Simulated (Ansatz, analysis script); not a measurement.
# SrCo2As2: energy against the total moment

Wanted: E(M), the field that holds each moment, and the spin susceptibility of SrCo2As2.

Main program and level: Ansatz 0.2.0; PBEsol, PAW set soft_1 (files made for PBE).

Most raw output is cut from this account.

## Step 1: Set-up

It takes space group I4/mmm (No. 139, tetragonal). Conventional cell: a = 3.982 Å, b = 3.982 Å, c = 11.449 Å, α = 90.00°, β = 90.00°, γ = 90.00°. Nearest to Sr lie 8 As at 3.29 Å and 8 Co at 3.49 Å. Co has 4 As at 2.30 Å and 4 Co at 2.82 Å and 4 Sr at 3.49 Å nearest. As has 4 Co at 2.30 Å and 4 Sr at 3.29 Å nearest. Farther neighbours are not listed.

The cell comes from the Materials Project, a database of computed structures, and the real compound, where it exists, may take another one.

The cell of this run holds 5 atoms, 2 of them with a starting moment; values «a cell» refer to the cell of the run in question.

## Step 2: The collinear state

First a free collinear run, to see which state the typed moments lead to.

Contents of input.yaml:

```yaml
crystal:
  lattice:
    - [-1.9907572976, 1.9907572976, 5.7243631815]
    - [1.9907572976, -1.9907572976, 5.7243631815]
    - [1.9907572976, 1.9907572976, -5.7243631815]
  atoms:
    - { symbol: Sr, position: [0.0, 0.0, 0.0] }
    - { symbol: Co, position: [0.75, 0.25, 0.5], spin: 2.0 }
    - { symbol: Co, position: [0.25, 0.75, 0.5], spin: 2.0 }
    - { symbol: As, position: [0.35135471, 0.35135471, 0.0] }
    - { symbol: As, position: [0.64864529, 0.64864529, 0.0] }
magnetization:
  spin_polarized: true
kpoints:
  mp_grid: { grid: [12, 12, 12] }
hamiltonian:
  xc: pbesol
  pseudopotentials: { kind: paw, azcp: { folder: soft_1 }, xc_functional: pbe }
scf:
  occupations: { method: fermi_dirac, width: 0.05 }
  max_iter: 120
  convergence: { dr2_threshold: 1.0e-08 }
  lower_state_search: "off"
output:
  write_density: true
  write_potential: true
  elf: true
  volumetric_format: npy
```

Run with:

```sh
> ansatz run input.yaml --threads 1 --pin off --max-ram 2560MiB --backend cpu --events-out ev --progress --plain --runs-dir out
```

It took 2.8 min on 1 thread of Arm Neoverse V2, shared host; peak memory 1 GiB.

Spin moment in the atom's sphere by atom:

```csv
atom,spin moment in the atom's sphere (μB)
Sr1,0.012
Co2,0.543
Co3,0.543
As4,0.000
As5,0.000
```

Tables count atoms from 1; parts of the log count from 0.

The run ends ferromagnetic, with a net moment of 1.12 μB a cell. Only this order was typed.

Spin density in the ac plane of the conventional cell at fractional y = 0.000, with atoms of Sr and Co and As within 0.2 Å of it.

Ten even steps from '0' (0.0 e/Å³) to '9' (1.3 e/Å³), each cell a mean:
```
00000000000000
00000000000000
00000000000000
00000000000000
00000000000000
00000169400000
00000035200000
00000000000000
00000000000000
00000000000000
00000000000000
00000000000000
00000000000000
00000000000000
00000000000000
00000000000000
00000000000000
00000169400000
00000035200000
00000000000000
00000000000000
00000000000000
00000000000000
00000000000000
```
Columns run along a (4.0 Å), rows up along c (11.4 Å), edges of the conventional cell, whose origin can differ from the input's. Atoms in or near the plane, at fractional coordinates: Sr at (0.00, 0.00), Co at (0.50, 0.75), Co at (0.50, 0.25), As at (0.00, 0.35), As at (0.00, 0.65).

Valence density in the ac plane of the conventional cell at fractional y = 0.000, with atoms of Sr and Co and As within 0.2 Å of it. It is the smooth field of the valence electrons, not physical close to the nuclei.

Ten steps, logarithmic in the rise over the least value, from '0' (0 e/Å³) to '9' (36 e/Å³), each cell a mean:
```
44320000001244
32200000000123
00000000000000
00000011100000
00001345421000
00013699841100
22112588742112
86321233211247
97421000011258
54210000001134
11100000000011
00000000000000
00000000000000
21100000000112
75311000001246
98421111111269
64212345421235
11113699842111
00012588741000
00001233210000
00000000000000
11000000000001
43210000000233
34420000001344
```
Columns run along a (4.0 Å), rows up along c (11.4 Å), edges of the conventional cell, whose origin can differ from the input's. Atoms in or near the plane, at fractional coordinates: Sr at (0.00, 0.00), Co at (0.50, 0.75), Co at (0.50, 0.25), As at (0.00, 0.35), As at (0.00, 0.65).

ELF in the ac plane of the conventional cell at fractional y = 0.000, with atoms of Sr and Co and As within 0.2 Å of it. It is the smooth field of the valence electrons, not physical close to the nuclei.

Ten even steps from '_' (0.04) to '@' (0.82), each cell a mean:
```
==##@@%%::__________++@@@@**
@@%%##--____......__..==%%@@
::::..__..::::::::..____..::
______..::::::::::::....____
....::....::------::....::..
====--::::==##%%++--..::====
++****==::--++**==----++**++
..--****==::::::::--++**++::
__::++##**==::::--++####==..
++**####**==--::--++##%%##++
######**==::......--++######
====--::..________..::----==
++++++--::..______..--==++++
##%%%%##++--::..::==**##%%##
--==####**==--::--++####**--
__::++##++--::::::==**##==..
--==****--::------::==**++--
++++++--::==**%%++--::==++++
----::..::--++**++::..::----
..........::::::::..........
______....::::::::::..______
++==::____..::::::..__..--++
@@@@%%++..____..____::##@@@@
::**@@@@--__________**@@@@==
```
Columns run along a (4.0 Å), rows up along c (11.4 Å), edges of the conventional cell, whose origin can differ from the input's. Atoms in or near the plane, at fractional coordinates: Sr at (0.00, 0.00), Co at (0.50, 0.75), Co at (0.50, 0.25), As at (0.00, 0.35), As at (0.00, 0.65).

## Step 3: Mesh refined

Levels at the Fermi energy are partly filled, so moments and energy differences can hang on the k-mesh, and the state is solved again on a denser one.

input.yaml, the sections that differ from step 2:

```yaml
crystal:
  lattice:
    - [-1.9907572976, 1.9907572976, 5.7243631815]
    - [1.9907572976, -1.9907572976, 5.7243631815]
    - [1.9907572976, 1.9907572976, -5.7243631815]
  atoms:
    - { symbol: Sr, position: [0.0, 0.0, 0.0] }
    - { symbol: Co, position: [0.75, 0.25, 0.5], spin: 0.54 }
    - { symbol: Co, position: [0.25, 0.75, 0.5], spin: 0.54 }
    - { symbol: As, position: [0.35135471, 0.35135471, 0.0] }
    - { symbol: As, position: [0.64864529, 0.64864529, 0.0] }
kpoints:
  mp_grid: { grid: [14, 14, 14] }
basis:
  ecutwfc: 420.0
checkpoint:
  read: start
  write: ck
  compress: false
  write_wavefunctions: false
  write_every: 100000
# magnetization, hamiltonian, scf: as in step 2
# output: removed
```

Run with:

```sh
> ansatz run input.yaml --threads 2 --pin off --max-ram 5120MiB --backend cpu --events-out ev --progress --plain --runs-dir out
```

It took 50 s on 2 threads; peak memory 1.3 GiB.

Spin moment in the atom's sphere by atom:

```csv
atom,spin moment in the atom's sphere (μB)
Sr1,0.012
Co2,0.551
Co3,0.551
As4,0.001
As5,0.001
```

The run ends ferromagnetic, with a net moment of 1.14 μB a cell, against 1.12 μB on the first mesh.

## Step 4: Without spin

The state without spin is the zero of E(M).

input.yaml, the sections that differ from step 3:

```yaml
crystal:
  lattice:
    - [-1.9907572976, 1.9907572976, 5.7243631815]
    - [1.9907572976, -1.9907572976, 5.7243631815]
    - [1.9907572976, 1.9907572976, -5.7243631815]
  atoms:
    - { symbol: Sr, position: [0.0, 0.0, 0.0] }
    - { symbol: Co, position: [0.75, 0.25, 0.5] }
    - { symbol: Co, position: [0.25, 0.75, 0.5] }
    - { symbol: As, position: [0.35135471, 0.35135471, 0.0] }
    - { symbol: As, position: [0.64864529, 0.64864529, 0.0] }
scf:
  occupations: { method: fermi_dirac, width: 0.05 }
  max_iter: 120
  convergence: { dr2_threshold: 1.0e-08 }
# kpoints, hamiltonian, basis: as in step 3
# magnetization: removed
# checkpoint: removed
```

Run with:

```sh
> ansatz run input.yaml --threads 1 --pin off --max-ram 2560MiB --backend cpu --events-out ev --progress --plain --runs-dir out
```

Elapsed: 58 s, on 1 thread; peak memory 0.79 GiB.

The free collinear run lies 55.3 meV below it.

## Step 5: Without spin, levels printed

input.yaml, as its differences from that of step 4:

```diff
@@ -22 +22,3 @@
   ecutwfc: 420.0
+output:
+  eigenvalues: true
```

It took 72 s on 1 thread; peak memory 0.83 GiB.

## Step 6: Total moment fixed at 0.333 μB

Two Fermi levels, one a spin, hold the total moment exactly, which reaches states that a free run would leave.

input.yaml, as its differences from that of step 5:

```diff
@@ -7,6 +7,10 @@
     - { symbol: Sr, position: [0.0, 0.0, 0.0] }
-    - { symbol: Co, position: [0.75, 0.25, 0.5] }
-    - { symbol: Co, position: [0.25, 0.75, 0.5] }
+    - { symbol: Co, position: [0.75, 0.25, 0.5], spin: 0.1665 }
+    - { symbol: Co, position: [0.25, 0.75, 0.5], spin: 0.1665 }
     - { symbol: As, position: [0.35135471, 0.35135471, 0.0] }
     - { symbol: As, position: [0.64864529, 0.64864529, 0.0] }
+magnetization:
+  spin_polarized: true
+  initial_magnetization: 0.333
+  spin_locking: { lock_magnetization: hard }
 kpoints:
@@ -20,5 +24,4 @@
   convergence: { dr2_threshold: 1.0e-08 }
+  lower_state_search: "off"
 basis:
   ecutwfc: 420.0
-output:
-  eigenvalues: true
```

The job ended after 2.7 min (1 thread; peak memory 1.3 GiB).

The energy is -12.2 meV from the state without spin, and the largest site carries 0.208 μB.

## Step 7: Total moment fixed at 0.667 μB

input.yaml, the sections that differ from step 6:

```yaml
crystal:
  lattice:
    - [-1.9907572976, 1.9907572976, 5.7243631815]
    - [1.9907572976, -1.9907572976, 5.7243631815]
    - [1.9907572976, 1.9907572976, -5.7243631815]
  atoms:
    - { symbol: Sr, position: [0.0, 0.0, 0.0] }
    - { symbol: Co, position: [0.75, 0.25, 0.5], spin: 0.3335 }
    - { symbol: Co, position: [0.25, 0.75, 0.5], spin: 0.3335 }
    - { symbol: As, position: [0.35135471, 0.35135471, 0.0] }
    - { symbol: As, position: [0.64864529, 0.64864529, 0.0] }
magnetization:
  spin_polarized: true
  initial_magnetization: 0.667
  spin_locking: { lock_magnetization: hard }
# kpoints, hamiltonian, scf, basis: as in step 6
```

The job ended after 2.5 min (1 thread; peak memory 1.3 GiB).

The energy is -36.3 meV from the state without spin, and the largest site carries 0.373 μB.

## Step 8: Total moment fixed at 1.667 μB

input.yaml, the sections that differ from step 7:

```yaml
crystal:
  lattice:
    - [-1.9907572976, 1.9907572976, 5.7243631815]
    - [1.9907572976, -1.9907572976, 5.7243631815]
    - [1.9907572976, 1.9907572976, -5.7243631815]
  atoms:
    - { symbol: Sr, position: [0.0, 0.0, 0.0] }
    - { symbol: Co, position: [0.75, 0.25, 0.5], spin: 0.8335 }
    - { symbol: Co, position: [0.25, 0.75, 0.5], spin: 0.8335 }
    - { symbol: As, position: [0.35135471, 0.35135471, 0.0] }
    - { symbol: As, position: [0.64864529, 0.64864529, 0.0] }
magnetization:
  spin_polarized: true
  initial_magnetization: 1.667
  spin_locking: { lock_magnetization: hard }
# kpoints, hamiltonian, scf, basis: as in step 7
```

Wall time 2.2 min (1 thread); peak memory 1.3 GiB.

The energy is -22.0 meV from the state without spin, and the largest site carries 0.731 μB.

## Step 9: Total moment fixed at 3 μB

input.yaml, the sections that differ from step 8:

```yaml
crystal:
  lattice:
    - [-1.9907572976, 1.9907572976, 5.7243631815]
    - [1.9907572976, -1.9907572976, 5.7243631815]
    - [1.9907572976, 1.9907572976, -5.7243631815]
  atoms:
    - { symbol: Sr, position: [0.0, 0.0, 0.0] }
    - { symbol: Co, position: [0.75, 0.25, 0.5], spin: 1.5 }
    - { symbol: Co, position: [0.25, 0.75, 0.5], spin: 1.5 }
    - { symbol: As, position: [0.35135471, 0.35135471, 0.0] }
    - { symbol: As, position: [0.64864529, 0.64864529, 0.0] }
magnetization:
  spin_polarized: true
  initial_magnetization: 3.0
  spin_locking: { lock_magnetization: hard }
# kpoints, hamiltonian, scf, basis: as in step 8
```

It took 2.2 min on 1 thread; peak memory 1.3 GiB.

The energy is 346 meV from the state without spin, and the largest site carries 1.20 μB.

The other 5 runs of this kind were made alike; their results stand in the table below.

## Step 10: No field, tight threshold

A field gives a second route to the same curve. A thousand tesla shift each spin by 58 meV, and the threshold is tightened so that small induced moments are resolved.

input.yaml, the sections that differ from step 9:

```yaml
crystal:
  lattice:
    - [-1.9907572976, 1.9907572976, 5.7243631815]
    - [1.9907572976, -1.9907572976, 5.7243631815]
    - [1.9907572976, 1.9907572976, -5.7243631815]
  atoms:
    - { symbol: Sr, position: [0.0, 0.0, 0.0] }
    - { symbol: Co, position: [0.75, 0.25, 0.5], spin: 0.55 }
    - { symbol: Co, position: [0.25, 0.75, 0.5], spin: 0.55 }
    - { symbol: As, position: [0.35135471, 0.35135471, 0.0] }
    - { symbol: As, position: [0.64864529, 0.64864529, 0.0] }
magnetization:
  spin_polarized: true
scf:
  occupations: { method: fermi_dirac, width: 0.05 }
  max_iter: 120
  convergence: { dr2_threshold: 1.0e-10 }
  lower_state_search: "off"
# kpoints, hamiltonian, basis: as in step 9
```

It took 3 min on 1 thread; peak memory 1.3 GiB.

The net moment is 1.14 μB a cell.

## Step 11: Field of 1500 T

input.yaml, as its differences from that of step 10:

```diff
@@ -13,2 +13,3 @@
   spin_polarized: true
+  magnetic_field: 1500.0
 kpoints:
```

Wall time 3.1 min (1 thread); peak memory 1.3 GiB.

The net moment is 1.50 μB a cell.

2 more runs differ from these in the same keys alone and are tabled below.

## Step 12: Side runs that gave no result

| changed | outcome |
| --- | --- |
| magnetization | cut off at the time limit |

## Step 13: Analysis

The energy less the state without spin by total moment:

```csv
total moment (μB/cell),energy less the state without spin (meV/cell)
0.00,0
0.33,-12.2
0.67,-36.3
1.00,-53.3
1.33,-51.2
1.67,-22.0
2.00,35.9
2.33,119
2.67,224
3.00,346
```

The field that holds a moment is half the difference of the two Fermi levels over μB.

The field that holds the moment by total moment:

```
total moment (μB/cell)  field that holds the moment (T)
                  0.33                            -1125
                  0.67                            -1199
                  1.00                             -466
                  1.33                              763
                  1.67                             2268
                  2.00                             3711
                  2.33                             4904
                  2.67                             5862
                  3.00                             6865
```

Site moments:

| total (μB) | Sr no. 1 (μB) | Co no. 2 (μB) | Co no. 3 (μB) | As no. 4 (μB) | As no. 5 (μB) |
| --- | --- | --- | --- | --- | --- |
| 0.333 | -0.0108 | 0.208 | 0.208 | -0.0062 | -0.0062 |
| 0.667 | -0.0081 | 0.3728 | 0.3728 | -0.0066 | -0.0066 |
| 1 | 0.0049 | 0.5017 | 0.5017 | -0.0016 | -0.0016 |
| 1.333 | 0.0216 | 0.6162 | 0.6162 | 0.0056 | 0.0056 |
| 1.667 | 0.0356 | 0.7307 | 0.7307 | 0.0149 | 0.0149 |
| 2 | 0.0473 | 0.8478 | 0.8478 | 0.0245 | 0.0245 |
| 2.333 | 0.0578 | 0.9664 | 0.9664 | 0.0343 | 0.0343 |
| 2.667 | 0.0684 | 1.084 | 1.084 | 0.045 | 0.045 |
| 3 | 0.0793 | 1.198 | 1.198 | 0.0567 | 0.0567 |

Table of total moment by field:

```csv
field (T),total moment (μB/cell)
0,1.14
300,1.22
600,1.29
1500,1.50
```

Three Landau terms miss the curve as a whole or at its small-moment end, and no Stoner analysis is made here.

## Step 14: Summary of results

| Quantity | Value |
| --- | --- |
| state of the free run | ferromagnetic |
| net moment of the free run | 1.14 μB |
| energy of the free run from the state without spin | -55.3 meV a cell |
| lowest of the fixed moments tried | M = 1 μB, -53.3 meV |
| dM/dB between 0 and 300 T | 0.266 μB a cell per 1000 T |

**Reading.** At this level the system is magnetic: the free run keeps 0.551 μB on the largest site. No other order was typed. Semilocal functionals tend to overstate moments this weak, since they lack spin fluctuations. The free run, at 1.14 μB, lies 55.3 meV under the state without spin and so below every fixed moment tried: the minimum falls between two of them. Among the fixed moments, E(M) falls 53.3 meV below the state without spin and is lowest near 1 μB on this grid. The field acts on spins alone. The 13 fixed-moment and field runs took 33 min of wall time, added up. Energies are free energies at a smearing of 0.05 eV, and with partly filled levels differences shift, at times strongly, as the smearing goes to zero. In doubt: the program's search for lower states was switched off, so a lower magnetic state than those reached may exist.

[Logs and program files are shortened in this print: banners, set-up blocks, solver, clock and traceback lines can be left out without a mark of their own.]

[Logs are printed without paths, hosts, clocks, repeated set-up lines and the standing remarks that a program may print on its own settings, such as how far it seeks lower states.]

[Hosts, paths, dates, database ids (printed as entryN), source tags and the programs' standing remarks are cut or masked in the printed files.]
